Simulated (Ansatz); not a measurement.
# Squeezing and shearing glassy B2O3 (120 atoms), part 2 of 4

How stiff is glassy B2O3 (120 atoms), and how do its levels respond to strain?

Ansatz 0.2.0; Kohn-Sham DFT, PBEsol, PAW (set soft_2), plane waves.

The cell: 48 B and 72 O. The quench rate of 20 K/ps far exceeds what a furnace or splat quench reaches. The network of bonds at the start is that of the classical potential that made the cell. The Brillouin zone is sampled at Γ only.

So far. Step 2 (Single point at the start): The r.m.s. force at the start is 0.83 eV/Å.

### Step 3. Cell and atoms relaxed

The cell is relaxed with the atoms, since the starting lattice needn't suit this functional.

The input, input.yaml:

```yaml
crystal:
  lattice:
    - [11.5514, 0.0, 0.0]
    - [0.0, 11.5514, 0.0]
    - [0.0, 0.0, 11.5514]
  atoms:
    [... the 120 atom lines of step 2 ...]
kpoints:
  mp_grid: { grid: [1, 1, 1] }
hamiltonian:
  xc: pbesol
scf:
  occupations: { method: fixed }
output:
  forces: true
relax:
  f_tol: 0.05
  max_steps: 150
  cell: {}
```

Command:

```bash
$ ansatz run input.yaml --threads 4 --pin off --max-ram 8192MiB --backend cpu --events-out ev --progress --plain --runs-dir out
```

Numbers of over 12 decimals in the logs are rounded to 6 here.

Output:

```text
[...]
Crystal: 120 atoms, lattice volume = 1541.359 Å³
Basis set: ecut = 420 eV, 30095 PW (Γ), exchange–correlation on 160×160×160 points (8 copies of the dense FFT grid, shifted against one another)
Bands: 408, of which v1, the nominal top of the filled ones, is band 288 counted from 1 (287 counted from 0)
Symmetry: 1 space group operations
[...]
k-points: 1
[...]
SCF iter   1: F=—  HF=-47793.414415 eV  |F-HF|=—  |Δ(HF+E_count)|=         —  Δρ=1.19e-2  dr2=1.75e0  ethr=1.77e-3  ⟨swp⟩=6.0  Hψ=1317  notcnv=0  defer=118
[...]
SCF iter   9: F=-47792.966996 eV  HF=-47792.966996 eV  |F-HF|=1.36e-8  |Δ(HF+E_count)|=   4.72e-7  Δρ=2.25e-6  dr2=7.15e-8  ethr=1.74e-11  ⟨swp⟩=4.0  Hψ=1123  notcnv=0
SCF 1 converged in 9 iterations: F = -47792.966996 eV  dr2 = 7.15e-8
[...]
relax step   1: F+E_penalty+E_count = -47792.96699571 eV  Δ(F+E_penalty+E_count) = +0.000e0 eV  max|allowed force component| = 2.672e0 eV/Å  Δτ_max = 0.0000 Å  P = -10.948 GPa  Ω = 1541.359 Å³  (9 SCF iters, dr2 threshold 1.00e-7 eV, accepted)
[... from here on, the SCF cycles and remarks between the steps are left out ...]
relax step   2: F+E_penalty+E_count = -47800.84309871 eV  Δ(F+E_penalty+E_count) = -7.876e0 eV  max|allowed force component| = 1.750e0 eV/Å  Δτ_max = 0.1947 Å  P = -4.418 GPa  Ω = 1490.882 Å³  energy of the carried Pulay correction = +2.070e-1 eV  (8 SCF iters, dr2 threshold 1.20e-5 eV, accepted)
relax step   3: F+E_penalty+E_count = -47803.46594679 eV  Δ(F+E_penalty+E_count) = -2.623e0 eV  max|allowed force component| = 9.567e-1 eV/Å  Δτ_max = 0.2000 Å  P = -2.092 GPa  Ω = 1487.484 Å³  energy of the carried Pulay correction = +2.212e-1 eV  (7 SCF iters, dr2 threshold 1.20e-5 eV, accepted)
relax step   4: F+E_penalty+E_count = -47804.92311824 eV  Δ(F+E_penalty+E_count) = -1.457e0 eV  max|allowed force component| = 5.082e-1 eV/Å  Δτ_max = 0.2000 Å  P = -1.241 GPa  Ω = 1481.753 Å³  energy of the carried Pulay correction = +2.451e-1 eV  (7 SCF iters, dr2 threshold 1.20e-5 eV, accepted)
relax step   5: F+E_penalty+E_count = -47806.01369685 eV  Δ(F+E_penalty+E_count) = -1.091e0 eV  max|allowed force component| = 5.751e-1 eV/Å  Δτ_max = 0.1939 Å  P = -0.627 GPa  Ω = 1462.254 Å³  energy of the carried Pulay correction = +3.275e-1 eV  (7 SCF iters, dr2 threshold 1.20e-5 eV, accepted)
relax step   6: F+E_penalty+E_count = -47806.62680394 eV  Δ(F+E_penalty+E_count) = -6.131e-1 eV  max|allowed force component| = 4.554e-1 eV/Å  Δτ_max = 0.2000 Å  P = -0.464 GPa  Ω = 1461.460 Å³  energy of the carried Pulay correction = +3.308e-1 eV  (7 SCF iters, dr2 threshold 1.20e-5 eV, accepted)
relax step   7: F+E_penalty+E_count = -47807.15063554 eV  Δ(F+E_penalty+E_count) = -5.238e-1 eV  max|allowed force component| = 2.365e-1 eV/Å  Δτ_max = 0.2000 Å  P = -0.363 GPa  Ω = 1461.927 Å³  energy of the carried Pulay correction = +3.288e-1 eV  (7 SCF iters, dr2 threshold 1.20e-5 eV, accepted)
relax step   8: F+E_penalty+E_count = -47807.59271827 eV  Δ(F+E_penalty+E_count) = -4.421e-1 eV  max|allowed force component| = 2.039e-1 eV/Å  Δτ_max = 0.2000 Å  P = -0.259 GPa  Ω = 1463.277 Å³  energy of the carried Pulay correction = +3.231e-1 eV  (8 SCF iters, dr2 threshold 3.50e-6 eV, accepted)
relax step   9: F+E_penalty+E_count = -47807.84722215 eV  Δ(F+E_penalty+E_count) = -2.545e-1 eV  max|allowed force component| = 6.070e-1 eV/Å  Δτ_max = 0.1922 Å  P = -0.290 GPa  Ω = 1458.946 Å³  energy of the carried Pulay correction = +3.415e-1 eV  (8 SCF iters, dr2 threshold 2.60e-6 eV, accepted)
relax step  10: F+E_penalty+E_count = -47807.74884226 eV  Δ(F+E_penalty+E_count) = +9.838e-2 eV  max|allowed force component| = 1.597e0 eV/Å  Δτ_max = 0.1926 Å  P = +1.092 GPa  Ω = 1447.691 Å³  energy of the carried Pulay correction = +3.896e-1 eV  (7 SCF iters, dr2 threshold 1.20e-5 eV, rejected (line search))
relax step  11: F+E_penalty+E_count = -47808.05263841 eV  Δ(F+E_penalty+E_count) = -2.054e-1 eV  max|allowed force component| = 3.599e-1 eV/Å  Δτ_max = 0.0922 Å  P = -0.190 GPa  Ω = 1458.834 Å³  energy of the carried Pulay correction = +3.420e-1 eV  (12 SCF iters, accepted)
relax step  12: F+E_penalty+E_count = -47808.19282686 eV  Δ(F+E_penalty+E_count) = -1.402e-1 eV  max|allowed force component| = 2.168e-1 eV/Å  Δτ_max = 0.1000 Å  P = -0.078 GPa  Ω = 1459.902 Å³  energy of the carried Pulay correction = +3.375e-1 eV  (7 SCF iters, dr2 threshold 8.09e-6 eV, accepted)
relax step  13: F+E_penalty+E_count = -47808.35218067 eV  Δ(F+E_penalty+E_count) = -1.594e-1 eV  max|allowed force component| = 2.119e-1 eV/Å  Δτ_max = 0.1464 Å  P = -0.166 GPa  Ω = 1461.900 Å³  energy of the carried Pulay correction = +3.290e-1 eV  (7 SCF iters, dr2 threshold 2.94e-6 eV, accepted)
[...]
relax step  29: F+E_penalty+E_count = -47808.83666581 eV  Δ(F+E_penalty+E_count) = -4.810e-2 eV  max|allowed force component| = 2.971e-2 eV/Å  Δτ_max = 0.0000 Å  P = +0.054 GPa  Ω = 1469.110 Å³  stress off target by 2.62e-1 GPa  SCF on the basis re-selected at this cell (its energy is not comparable with the rows above)  (7 SCF iters)
relax step  30: F+E_penalty+E_count = -47808.81300543 eV  Δ(F+E_penalty+E_count) = +2.366e-2 eV  max|allowed force component| = 2.524e-1 eV/Å  Δτ_max = 0.0911 Å  P = -0.203 GPa  Ω = 1475.127 Å³  energy of the carried Pulay correction = -2.629e-2 eV  (9 SCF iters, dr2 threshold 1.71e-7 eV, accepted)
relax step  31: F+E_penalty+E_count = -47808.81989191 eV  Δ(F+E_penalty+E_count) = -6.886e-3 eV  max|allowed force component| = 5.416e-2 eV/Å  Δτ_max = 0.0766 Å  P = +0.008 GPa  Ω = 1477.501 Å³  energy of the carried Pulay correction = -3.666e-2 eV  (7 SCF iters, dr2 threshold 3.98e-6 eV, accepted)
relax step  32: F+E_penalty+E_count = -47808.82193666 eV  Δ(F+E_penalty+E_count) = -2.045e-3 eV  max|allowed force component| = 3.034e-2 eV/Å  Δτ_max = 0.0218 Å  P = -0.000 GPa  Ω = 1477.375 Å³  energy of the carried Pulay correction = -3.610e-2 eV  (7 SCF iters, dr2 threshold 1.83e-7 eV, accepted)
relax step  33: F+E_penalty+E_count = -47808.86326756 eV  Δ(F+E_penalty+E_count) = -4.133e-2 eV  max|allowed force component| = 3.056e-2 eV/Å  Δτ_max = 0.0000 Å  P = +0.016 GPa  Ω = 1477.375 Å³  stress off target by 1.13e-1 GPa  SCF on the basis re-selected at this cell (its energy is not comparable with the rows above)  (6 SCF iters)
relax step  34: F+E_penalty+E_count = -47808.85286890 eV  Δ(F+E_penalty+E_count) = +1.040e-2 eV  max|allowed force component| = 2.585e-2 eV/Å  Δτ_max = 0.0320 Å  P = +0.010 GPa  Ω = 1480.787 Å³  energy of the carried Pulay correction = -1.514e-2 eV  (9 SCF iters, dr2 threshold 3.21e-8 eV, accepted)
relax step  35: F+E_penalty+E_count = -47808.84459589 eV  Δ(F+E_penalty+E_count) = +8.273e-3 eV  max|allowed force component| = 5.172e-2 eV/Å  Δτ_max = 0.0316 Å  P = -0.021 GPa  Ω = 1482.903 Å³  energy of the carried Pulay correction = -2.445e-2 eV  (10 SCF iters, accepted)
relax step  36: F+E_penalty+E_count = -47808.84250925 eV  Δ(F+E_penalty+E_count) = +2.087e-3 eV  max|allowed force component| = 4.057e-2 eV/Å  Δτ_max = 0.0139 Å  P = -0.011 GPa  Ω = 1483.595 Å³  energy of the carried Pulay correction = -2.749e-2 eV  (7 SCF iters, dr2 threshold 1.67e-7 eV, accepted)
relax step  37: F+E_penalty+E_count = -47808.87421618 eV  Δ(F+E_penalty+E_count) = -3.171e-2 eV  max|allowed force component| = 4.049e-2 eV/Å  Δτ_max = 0.0000 Å  P = -0.000 GPa  Ω = 1483.595 Å³  stress off target by 8.00e-2 GPa  SCF on the basis re-selected at this cell (its energy is not comparable with the rows above)  (6 SCF iters)
relax step  38: F+E_penalty+E_count = -47808.85871315 eV  Δ(F+E_penalty+E_count) = +1.550e-2 eV  max|allowed force component| = 3.187e-2 eV/Å  Δτ_max = 0.0451 Å  P = -0.026 GPa  Ω = 1487.753 Å³  energy of the carried Pulay correction = -1.821e-2 eV  (9 SCF iters, dr2 threshold 1.60e-8 eV, accepted)
relax step  39: F+E_penalty+E_count = -47808.86182076 eV  Δ(F+E_penalty+E_count) = -3.108e-3 eV  max|allowed force component| = 4.578e-2 eV/Å  Δτ_max = 0.0257 Å  P = -0.020 GPa  Ω = 1487.418 Å³  energy of the carried Pulay correction = -1.692e-2 eV  (8 SCF iters, dr2 threshold 1.47e-8 eV, accepted)
relax step  40: F+E_penalty+E_count = -47808.88606524 eV  Δ(F+E_penalty+E_count) = -2.424e-2 eV  max|allowed force component| = 4.605e-2 eV/Å  Δτ_max = 0.0000 Å  P = -0.012 GPa  Ω = 1487.418 Å³  stress off target by 5.10e-2 GPa  SCF on the basis re-selected at this cell (its energy is not comparable with the rows above)  (5 SCF iters)
relax step  41: F+E_penalty+E_count = -47808.87679641 eV  Δ(F+E_penalty+E_count) = +9.269e-3 eV  max|allowed force component| = 1.096e-1 eV/Å  Δτ_max = 0.0401 Å  P = -0.034 GPa  Ω = 1490.071 Å³  energy of the carried Pulay correction = -1.116e-2 eV  (10 SCF iters, dr2 threshold 6.51e-9 eV, accepted)
relax step  42: F+E_penalty+E_count = -47808.87709844 eV  Δ(F+E_penalty+E_count) = -3.020e-4 eV  max|allowed force component| = 4.767e-2 eV/Å  Δτ_max = 0.0175 Å  P = -0.008 GPa  Ω = 1490.215 Å³  energy of the carried Pulay correction = -1.180e-2 eV  (6 SCF iters, dr2 threshold 7.51e-7 eV, accepted)
relax step  43: F+E_penalty+E_count = -47808.89553447 eV  Δ(F+E_penalty+E_count) = -1.844e-2 eV  max|allowed force component| = 4.782e-2 eV/Å  Δτ_max = 0.0000 Å  P = -0.003 GPa  Ω = 1490.215 Å³  stress off target by 3.72e-2 GPa  SCF on the basis re-selected at this cell (its energy is not comparable with the rows above)  (6 SCF iters)
[...]
SCF converged after 6 iterations
Free energy (F): -47808.895534 eV
[...]
Internal energy: -47808.895534 eV  (E = F + TS)
E sigma→0 (E₀):  -47808.895534 eV
Fermi energy:    0.269834 eV
[...]
Σ components = -47808.895534   (vs F -47808.895534, Δ=0.00e0)
--- Forces (eV/Å), atoms counted from 1 ---
  atom   1  B      0.01181369     0.00119850     0.00640439
  atom   2  B      0.00074369     0.00568284     0.00085611
  atom   3  B     -0.00229860    -0.00826994     0.00041632
  atom   4  B     -0.00108498    -0.00459474     0.00906040
[...]
atom 120  O      0.00215685    -0.00410816     0.00746564
  max |Σ_I F_I| component: 3.70e-6 eV/Å
--- Stress (GPa, compression-positive) ---
        0.015086       0.028038      -0.011168
        0.028026      -0.003228       0.010237
       -0.011160       0.010234      -0.020828
  P = ⅓ Tr σ = -0.0030 GPa (-0.030 kbar)
--- Relaxed structure (37 steps of the walk, 34 accepted, 6 SCFs on fresh bases) ---
  F+E_penalty+E_count = -47808.89553447 eV   max|allowed force component| = 4.782e-2 eV/Å   (the final SCF, on the basis selected at the relaxed cell)
  cell:  # Å, volume = 1490.2146 Å³
    - [12.063776, 0.781976, 0.475217]
    - [0.781976, 11.722386, -0.325631]
    - [0.475217, -0.325631, 10.613158]
  atoms:
    - { symbol: B, position: [0.554754, 0.891527, 1.067471] }
    - { symbol: B, position: [0.961521, 0.384206, 0.418661] }
    - { symbol: B, position: [0.929366, 0.565407, 0.562238] }
    - { symbol: B, position: [0.040137, 0.633903, 0.896029] }
[...]
- { symbol: O, position: [0.554295, 0.434357, 0.539886] }
```

Wall time 6.3 min (4 threads of Intel Xeon Platinum 8375C at 2.90GHz (Ice Lake), shared host); peak memory 1.9 GiB; 23 min of CPU time.

The relaxation converged after 37 steps, with a largest force component of 0.048 eV/Å.

### Step 4. Single point at the relaxed geometry

The electronic structure is read at the final geometry, in a run of its own.

The input, input.yaml:

```yaml
crystal:
  lattice:
    - [12.06378, 0.78198, 0.47522]
    - [0.78198, 11.72239, -0.32563]
    - [0.47522, -0.32563, 10.61316]
  atoms:
    - { symbol: B, position: [0.55475, 0.89153, 0.06747] }
    - { symbol: B, position: [0.96152, 0.38421, 0.41866] }
    - { symbol: B, position: [0.92937, 0.56541, 0.56224] }
    - { symbol: B, position: [0.04014, 0.6339, 0.89603] }
    - { symbol: B, position: [0.04317, 0.95125, 0.70436] }
    - { symbol: B, position: [0.84588, 0.91005, 0.72853] }
    [... 108 atom lines left out ...]
    - { symbol: O, position: [0.45924, 0.606, 0.64854] }
    - { symbol: O, position: [0.01607, 0.40385, 0.76591] }
    - { symbol: O, position: [0.02263, 0.23943, 0.89036] }
    - { symbol: O, position: [0.98758, 0.67966, 0.33247] }
    - { symbol: O, position: [0.42501, 0.23467, 0.27622] }
    - { symbol: O, position: [0.5543, 0.43436, 0.53989] }
kpoints:
  mp_grid: { grid: [1, 1, 1] }
hamiltonian:
  xc: pbesol
scf:
  occupations: { method: fixed }
output:
  forces: true
  stress: true
  populations: true
  dos:
    method: { smearing: { sigma: 0.1 } }
    de: 0.1
    projected: { site_lists: { B: [B], O: [O] } }
  eigenvalues: true
  write_density: true
  write_potential: true
  volumetric_format: npy
  elf: true
```

Output:

```text
[...]
Crystal: 120 atoms, lattice volume = 1490.216 Å³
Basis set: ecut = 420 eV, 29141 PW (Γ), exchange–correlation on 162×160×144 points (8 copies of the dense FFT grid, shifted against one another)
Bands: 408, of which v1, the nominal top of the filled ones, is band 288 counted from 1 (287 counted from 0)
Symmetry: 1 space group operations
[...]
k-points: 1
[...]
SCF iter   1: F=—  HF=-47809.263587 eV  |F-HF|=—  |Δ(HF+E_count)|=         —  Δρ=1.12e-2  dr2=1.43e0  ethr=1.77e-3  ⟨swp⟩=5.0  Hψ=1421  notcnv=0  defer=116
[...]
SCF iter   9: F=-47808.895520 eV  HF=-47808.895520 eV  |F-HF|=4.34e-8  |Δ(HF+E_count)|=   2.66e-7  Δρ=1.12e-6  dr2=2.67e-8  ethr=1.74e-11  ⟨swp⟩=23.0  Hψ=3914  notcnv=0
SCF 1 converged in 9 iterations: F = -47808.895520 eV  dr2 = 2.67e-8
[...]
WARN: The input density's exchange-correlation potential varies sharply where the density is thin. Do not read a vacuum level from v_tot or v_xc, or from such a field of the output density. On a cell that repeats whose density bears no net charge and no dipole along the vacuum's axis use v_es (v_loc + v_h of the components); [...]
SCF converged after 9 iterations
Free energy (F): -47808.895520 eV
[...]
Internal energy: -47808.895520 eV  (E = F + TS)
E sigma→0 (E₀):  -47808.895520 eV
Fermi energy:    0.269906 eV
[...]
--- Forces (eV/Å), atoms counted from 1 ---
  atom   1  B      0.01248007     0.00083507     0.00676051
  atom   2  B      0.00150278     0.00454555     0.00188234
  atom   3  B     -0.00563837    -0.00978833    -0.00050290
  atom   4  B     -0.00311212    -0.00313582     0.00988033
  atom   5  B     -0.00006664    -0.00478307     0.00569041
  atom   6  B     -0.00072618    -0.00531628    -0.00117860
  atom   7  B     -0.00422648     0.00334916    -0.00925458
  atom   8  B     -0.00568199     0.00528070    -0.00658945
  atom   9  B      0.00194885     0.00639978    -0.00496391
  atom  10  B     -0.00326139     0.00691119     0.00073993
  atom  11  B     -0.00791199     0.00575294    -0.00162889
  atom  12  B      0.00131017     0.00111123    -0.00630247
  atom  13  B     -0.00683596     0.00586084    -0.00349675
  atom  14  B      0.00034693    -0.00302034     0.00434859
[...]
atom 119  O      0.00789777     0.00901090     0.00375786
  atom 120  O      0.00125093    -0.00319643     0.00649287
  max |Σ_I F_I| component: 5.45e-5 eV/Å
--- Stress (GPa, compression-positive) ---
        0.015737       0.029203      -0.011635
        0.029191      -0.002901       0.010110
       -0.011627       0.010107      -0.020966
  P = ⅓ Tr σ = -0.0027 GPa (-0.027 kbar)
--- Band table (eV) ---
[...]
--- Löwdin populations: 120 sites ---
  site symbol       q [e]
     0      B      2.3332
     1      B      2.3449
     2      B      2.3307
[...]
119      O      6.3661
  spilling = 0.009896 (of n_electrons = 576.000000)
```

Wall time 15 s (4 threads); peak memory 2 GiB; 58 s of CPU time.

The program notes that the exchange-correlation potential is rough where the density is thin.

Read from the output:

- free energy: -47808.8955 eV
- free energy per atom: -398.4075 eV/atom
- SCF cycles: 9
- pressure: -0.00271 GPa
- r.m.s. force component: 0.00724 eV/Å
- longest force: 0.05189 eV/Å
- Fermi energy: 0.2699 eV
- gap (highest filled to lowest empty level): 5.71 eV
- spilling of the projection: 0.009896

(Part 2 of 4 ends here.)

[Logs are printed without paths, hosts, clocks, repeated set-up lines and the standing remarks that a program may print on its own settings, such as how far it seeks lower states.]

[Hosts, paths, dates, database ids (printed as entryN), source tags and the programs' standing remarks are cut or masked in the printed files.]
